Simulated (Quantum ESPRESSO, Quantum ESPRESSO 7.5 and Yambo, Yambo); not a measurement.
# Quasiparticle gap of WSe2 (P6_3/mmc) in Yambo

Wanted: ground state, empty states, screening and self-energy for WSe2 (P6_3/mmc).

Method: PBE and many-body steps on it, plane waves, in Quantum ESPRESSO 7.5 and Yambo 5.3.0.

This is a report of a sequence of runs, with most program output left out.

The database entry behind the starting cell differs from later determinations by our own check (a about 0.2 % long), so it need not match the best structure at ambient conditions.

## Step 1: The structure

The structure is hexagonal, space group P6_3/mmc (No. 194). The conventional cell has a = 3.290 Å, b = 3.290 Å, c = 12.970 Å, α = 90.00°, β = 90.00°, γ = 120.00°. Nearest to W lie 6 Se at 2.53 Å. Nearest to Se lie 3 W at 2.53 Å. Farther neighbours and most contacts between anions are not listed.

The cell and positions come from the Crystallography Open Database and are kept as given unless a step says otherwise. Spin-orbit coupling is left out unless a step names it.

## Step 2: Ground state

This step: Quantum ESPRESSO 7.5; DFT, PBE, plane waves, norm-conserving pseudopotentials.

The ground-state density comes first.

pw.in reads:

```
&control
  calculation = 'scf'
  prefix = 'x'
  outdir = 'o'
  pseudo_dir = 'pseudo'
/
&system
  ibrav = 0
  nat = 6
  ntyp = 2
  ecutwfc = 104.0
  nbnd = 69
  force_symmorphic = .true.
/
&electrons
  conv_thr = 1e-10
  electron_maxstep = 80
  mixing_beta = 0.5
/
ATOMIC_SPECIES
  W 183.84 W.upf
  Se 78.971 Se.upf
CELL_PARAMETERS angstrom
  3.2900000000 -0.0000000000 0.0000000000
  -1.6450000000 2.8492235785 0.0000000000
  0.0000000000 0.0000000000 12.9700000000
ATOMIC_POSITIONS crystal
  W 0.3333333333 0.6666666667 0.2500000000
  W 0.6666666667 0.3333333333 0.7500000000
  Se 0.3333333333 0.6666666667 0.6210000000
  Se 0.6666666667 0.3333333333 0.1210000000
  Se 0.3333333333 0.6666666667 0.8790000000
  Se 0.6666666667 0.3333333333 0.3790000000
K_POINTS automatic
  6 6 2 0 0 0
```

The run is started by

```sh
$ OMP_NUM_THREADS=1 mpirun -n 8 pw.x -nk 8 -in pw.in > pw.out
```

The job ended after 74 s (8 MPI ranks of Arm Neoverse V1, shared host; peak memory 1.8 GiB; 9.5 min of CPU time).

Numbers from this step:

* total energy: -40949.7373 eV
* gap: 0.9791 eV
* k of the valence top: 0, 0, 0
* k of the conduction bottom: 0.1667, 0.1667, 0
* least direct gap: 1.524 eV

The gap is indirect, with the least direct gap 0.54 eV higher.

## Step 3: Bands along the symmetry lines

The cheap functional maps the bands first; the places of the edges decide which points the dearer methods must see.

pw.in reads:

```
&control
  calculation = 'bands'
  prefix = 'x'
  outdir = 'o'
  pseudo_dir = 'pseudo'
/
&system
  ibrav = 0
  nat = 6
  ntyp = 2
  ecutwfc = 104.0
  nbnd = 68
  force_symmorphic = .true.
/
&electrons
  conv_thr = 1e-9
  electron_maxstep = 80
  diago_full_acc = .true.
  diago_thr_init = 5e-6
/
ATOMIC_SPECIES
  W 183.84 W.upf
  Se 78.971 Se.upf
CELL_PARAMETERS angstrom
  3.2900000000 -0.0000000000 0.0000000000
  -1.6450000000 2.8492235785 0.0000000000
  0.0000000000 0.0000000000 12.9700000000
ATOMIC_POSITIONS crystal
  W 0.3333333333 0.6666666667 0.2500000000
  W 0.6666666667 0.3333333333 0.7500000000
  Se 0.3333333333 0.6666666667 0.6210000000
  Se 0.6666666667 0.3333333333 0.1210000000
  Se 0.3333333333 0.6666666667 0.8790000000
  Se 0.6666666667 0.3333333333 0.3790000000
K_POINTS crystal
  75
  0.00000000 0.00000000 0.00000000 1
  0.06250000 0.00000000 0.00000000 1
  0.12500000 0.00000000 0.00000000 1
  0.18750000 0.00000000 0.00000000 1
  0.25000000 0.00000000 0.00000000 1
  0.31250000 0.00000000 0.00000000 1
  0.37500000 0.00000000 0.00000000 1
  0.43750000 0.00000000 0.00000000 1
  0.50000000 0.00000000 0.00000000 1
  0.47916667 0.04166667 0.00000000 1
  0.45833333 0.08333333 0.00000000 1
  0.43750000 0.12500000 0.00000000 1
  0.41666666 0.16666666 0.00000000 1
  0.39583333 0.20833333 0.00000000 1
  0.37500000 0.25000000 0.00000000 1
  0.35416666 0.29166666 0.00000000 1
  0.33333333 0.33333333 0.00000000 1
  0.29166666 0.29166666 0.00000000 1
  0.25000000 0.25000000 0.00000000 1
  0.20833333 0.20833333 0.00000000 1
  0.16666666 0.16666666 0.00000000 1
  0.12500000 0.12500000 0.00000000 1
  0.08333333 0.08333333 0.00000000 1
  0.04166667 0.04166667 0.00000000 1
  0.00000000 0.00000000 0.00000000 1
  0.00000000 0.00000000 0.06250000 1
  0.00000000 0.00000000 0.12500000 1
  0.00000000 0.00000000 0.18750000 1
  0.00000000 0.00000000 0.25000000 1
  0.00000000 0.00000000 0.31250000 1
  0.00000000 0.00000000 0.37500000 1
  0.00000000 0.00000000 0.43750000 1
  0.00000000 0.00000000 0.50000000 1
  0.06250000 0.00000000 0.50000000 1
  0.12500000 0.00000000 0.50000000 1
  0.18750000 0.00000000 0.50000000 1
  0.25000000 0.00000000 0.50000000 1
  0.31250000 0.00000000 0.50000000 1
  0.37500000 0.00000000 0.50000000 1
  0.43750000 0.00000000 0.50000000 1
  0.50000000 0.00000000 0.50000000 1
  0.47916667 0.04166667 0.50000000 1
  0.45833333 0.08333333 0.50000000 1
  0.43750000 0.12500000 0.50000000 1
  0.41666666 0.16666666 0.50000000 1
  0.39583333 0.20833333 0.50000000 1
  0.37500000 0.25000000 0.50000000 1
  0.35416666 0.29166666 0.50000000 1
  0.33333333 0.33333333 0.50000000 1
  0.29166666 0.29166666 0.50000000 1
  0.25000000 0.25000000 0.50000000 1
  0.20833333 0.20833333 0.50000000 1
  0.16666666 0.16666666 0.50000000 1
  0.12500000 0.12500000 0.50000000 1
  0.08333333 0.08333333 0.50000000 1
  0.04166667 0.04166667 0.50000000 1
  0.00000000 0.00000000 0.50000000 1
  0.50000000 0.00000000 0.50000000 1
  0.50000000 0.00000000 0.43750000 1
  0.50000000 0.00000000 0.37500000 1
  0.50000000 0.00000000 0.31250000 1
  0.50000000 0.00000000 0.25000000 1
  0.50000000 0.00000000 0.18750000 1
  0.50000000 0.00000000 0.12500000 1
  0.50000000 0.00000000 0.06250000 1
  0.50000000 0.00000000 0.00000000 1
  0.33333333 0.33333333 0.50000000 1
  0.33333333 0.33333333 0.43750000 1
  0.33333333 0.33333333 0.37500000 1
  0.33333333 0.33333333 0.31250000 1
  0.33333333 0.33333333 0.25000000 1
  0.33333333 0.33333333 0.18750000 1
  0.33333333 0.33333333 0.12500000 1
  0.33333333 0.33333333 0.06250000 1
  0.33333333 0.33333333 0.00000000 1
```

Wall time 97 s (8 MPI ranks); peak memory 1.5 GiB; 12 min of CPU time.

Numbers from this step:

```
gap                        : 0.9791 eV
k of the valence top       : 0, 0, 0
k of the conduction bottom : 0.1667, 0.1667, 0
least direct gap           : 1.524 eV
```

The gap is 0.979 eV, as in the run before at this level.

The electronic bands at the labelled points (eV, zero at the top of the highest filled band):

```tsv
point	band 59	band 60	band 61	band 62	band 63	band 64	band 65	band 66
Γ	-1.50	-1.10	-1.07	0.00	2.64	2.64	2.69	2.69
halfway	-1.85	-1.52	-1.34	-1.22	1.33	1.99	2.24	2.26
M	-1.43	-1.36	-1.28	-1.11	2.13	2.17	2.32	2.65
halfway	-2.65	-2.27	-0.85	-0.57	1.85	1.96	2.54	2.64
K	-2.56	-2.56	-0.44	-0.19	1.33	1.33	1.90	3.08
halfway	-1.70	-1.49	-1.14	-1.10	0.98	1.86	2.03	2.05
Γ	-1.50	-1.10	-1.07	0.00	2.64	2.64	2.69	2.69
halfway	-1.50	-1.50	-0.55	-0.05	2.64	2.64	2.66	2.66
A	-1.52	-1.52	-0.22	-0.22	2.65	2.65	2.65	2.65
halfway	-1.89	-1.89	-1.23	-1.23	1.73	1.73	2.10	2.10
L	-1.34	-1.34	-1.24	-1.24	2.15	2.15	2.52	2.52
halfway	-2.54	-2.54	-0.70	-0.70	1.91	1.91	2.64	2.64
H	-2.74	-2.74	-0.33	-0.33	1.33	1.33	2.43	2.43
halfway	-1.67	-1.67	-1.11	-1.11	1.37	1.37	2.15	2.15
A	-1.52	-1.52	-0.22	-0.22	2.65	2.65	2.65	2.65
jump to L	-1.34	-1.34	-1.24	-1.24	2.15	2.15	2.52	2.52
halfway	-1.40	-1.32	-1.29	-1.15	2.14	2.17	2.38	2.62
M	-1.43	-1.36	-1.28	-1.11	2.13	2.17	2.32	2.65
jump to H	-2.74	-2.74	-0.33	-0.33	1.33	1.33	2.43	2.43
halfway	-2.63	-2.63	-0.41	-0.24	1.33	1.33	2.05	2.88
K	-2.56	-2.56	-0.44	-0.19	1.33	1.33	1.90	3.08
```

## Step 4: Empty states on the mesh, 3×3×1 mesh, 159 bands

The sums over transitions need many empty states on a uniform mesh; this step solves for them.

pw.in reads:

```
&control
  calculation = 'nscf'
  prefix = 'x'
  outdir = 'o'
  pseudo_dir = 'pseudo'
/
&system
  ibrav = 0
  nat = 6
  ntyp = 2
  ecutwfc = 104.0
  nbnd = 159
  force_symmorphic = .true.
/
&electrons
  conv_thr = 1e-9
  electron_maxstep = 80
  diago_full_acc = .true.
  diago_thr_init = 5e-6
/
ATOMIC_SPECIES
  W 183.84 W.upf
  Se 78.971 Se.upf
CELL_PARAMETERS angstrom
  3.2900000000 -0.0000000000 0.0000000000
  -1.6450000000 2.8492235785 0.0000000000
  0.0000000000 0.0000000000 12.9700000000
ATOMIC_POSITIONS crystal
  W 0.3333333333 0.6666666667 0.2500000000
  W 0.6666666667 0.3333333333 0.7500000000
  Se 0.3333333333 0.6666666667 0.6210000000
  Se 0.6666666667 0.3333333333 0.1210000000
  Se 0.3333333333 0.6666666667 0.8790000000
  Se 0.6666666667 0.3333333333 0.3790000000
K_POINTS automatic
  3 3 1 0 0 0
```

The run is started by

```sh
$ OMP_NUM_THREADS=1 mpirun -n 8 pw.x -nk 4 -in pw.in > pw.out
```

Run time: 20 s. Hardware: 8 MPI ranks; peak memory 1.1 GiB; 2.5 min of CPU time.

This step gave:

```
gap                                                           : 1.330 eV
k of the valence top                                          : 0, 0, 0
k of the conduction bottom                                    : 0.3333, 0.3333, 0
least direct gap                                              : 1.524 eV
k points computed                                             : 3
lowest point of the top converged band, above the valence top : 40.21 eV
```

On this mesh the gap is 1.330 eV. The earlier step found 0.979 eV, so this mesh misses an edge.

## Step 5: Conversion and set-up

This step: Yambo 5.3.0; conversion and set-up on PBE, plane waves, norm-conserving pseudopotentials.

The states are converted to the many-body program's format and the q mesh is built.

The run is started by

```sh
$ (cd o/x.save; p2y > p2y.log; mv SAVE ../..); yambo > setup.log
```

Run time: 2.9 s. Hardware: 1 MPI rank; peak memory 0.25 GiB.

## Step 6: Screening and self-energy, 3×3×1 mesh, 159 bands, screening to 95.2 eV

G0W0 replaces the xc potential by the self-energy, built once from these orbitals. Only a window of levels is corrected, while the sums run over the empty bands that the input names.

This step: G0W0 on PBE, plane waves, norm-conserving pseudopotentials.

gw1.in reads:

```
HF_and_locXC
gw0
dyson
ppa
em1d
rim_cut
RandQpts= 1000000
RandGvec= 1 RL
EXXRLvcs= 104 Ry
VXCRLvcs= 416 Ry
Chimod= "HARTREE"
% BndsRnXp
 1 | 159 |
%
NGsBlkXp= 7 Ry
% LongDrXp
 1 | 1 | 1 |
%
% GbndRnge
 1 | 159 |
%
DysSolver= "n"
ExtendOut
PPAPntXp= 27.21138 eV
% QPkrange
 1 | 1 | 61 | 64 |
 3 | 3 | 61 | 64 |
%
```

The run is started by

```sh
$ OMP_NUM_THREADS=2 mpirun -n 4 yambo -F gw1.in -J gw1 -C gw1 > gw1.log
```

The job ended after 46 s (4 MPI ranks; peak memory 3.5 GiB; 4.5 min of CPU time).

Numbers from this step:

| Item | Value |
| --- | --- |
| G0W0 gap on the points computed | 1.887 eV |
| starting gap on the mesh | 1.330 eV |
| k of the valence top | 0, 0, 0 |
| k of the conduction bottom | 0.3333, 0.3333, 0 |
| least direct G0W0 gap on the computed points | 2.136 eV |
| Z at the valence top | 0.7934 |
| Z at the conduction bottom | 0.7873 |

The gap on the mesh goes from 1.33 eV to 1.89 eV, a correction of +0.56 eV. The start differs from the 0.98 eV found before because the two sample other k points.

Limits: finite bands, cutoff and mesh; no spin-orbit coupling; coarse k mesh. v1 is the top filled band, c1 the lowest empty one. Levels before and after the correction, in eV, zero at the valence-band top of each column:

```tsv
	conduction bottom	valence top
Kohn-Sham	1.33	0.00
G0W0	1.89	0.00
```

```tsv
	level	energy (eV)
Kohn-Sham	Γ v2	-1.070
Kohn-Sham	Γ v1	0.000
Kohn-Sham	Γ c1-c2	2.641
Kohn-Sham	(0.333 0.333 0) v2	-0.439
Kohn-Sham	(0.333 0.333 0) v1	-0.193
Kohn-Sham	(0.333 0.333 0) c1-c2	1.330
G0W0	Γ v2	-1.541
G0W0	Γ v1	0.000
G0W0	Γ c1-c2	3.133
G0W0	(0.333 0.333 0) v2	-0.573
G0W0	(0.333 0.333 0) v1	-0.249
G0W0	(0.333 0.333 0) c1-c2	1.887
```

## Step 7: Where the time went

Times are wall times on the hardware named with each run, good to a factor of about two.

```tsv
step	time	share	memory (GiB)
ground state	74 s	31 %	1.8
bands along the symmetry lines	97 s	40 %	1.5
empty states on the mesh	20 s	8 %	1.1
conversion and set-up	2.9 s	1 %	0.25
screening and self-energy	46 s	19 %	3.5
```

## Step 8: What came out

* PBE gap: 0.98 eV, indirect
* G0W0 gap on the mesh: 1.89 eV
* G0W0 gap over the zone (rigid shift): 1.54 eV
* GW settings: 3×3×1 mesh, 159 bands, screening to 95.2 eV, Godby-Needs plasmon pole
* known limits: not at the basis limit; no spin-orbit coupling; coarse k mesh

**Reading.** G0W0 moves the gap on the mesh from 1.33 eV to 1.89 eV (+0.56 eV), with Z of 0.79 and 0.79 at the edges. The mesh misses the band edges by 0.35 eV in all; a rigid shift gives 1.54 eV for the zone. Only 2 of the mesh's irreducible points were corrected, so a valley elsewhere could overtake. Bands and cutoff are finite, so the gap is not at the basis limit. The miss can reach some tenths of an eV and take either sign; the mesh is an error of its own. In the G0W0 run levels were corrected at 2 k points alone, so a gap called «on the mesh» is the least over those, and an edge elsewhere would be missed. A denser mesh or path gives a starting gap of 0.98 eV: the GW mesh misses a band edge, so its gaps are not the fundamental one. The 3×3×1 mesh is coarse for this cell, which bears on the long-range parts of exchange and screening. The many-body steps are scalar-relativistic: spin-orbit coupling is not in them.

[Paths, hosts, dates, memory and timing lines, banners, echoed tables and standing remarks are left out of the program output.]

[Logs are printed without paths, hosts, clocks, repeated set-up lines and the standing remarks that a program may print on its own settings, such as how far it seeks lower states.]

[Runs of the session that timed out or met a known fault of the program may be left out.]

[Hosts, paths, dates, database ids (printed as entryN), source tags and the programs' standing remarks are cut or masked in the printed files.]
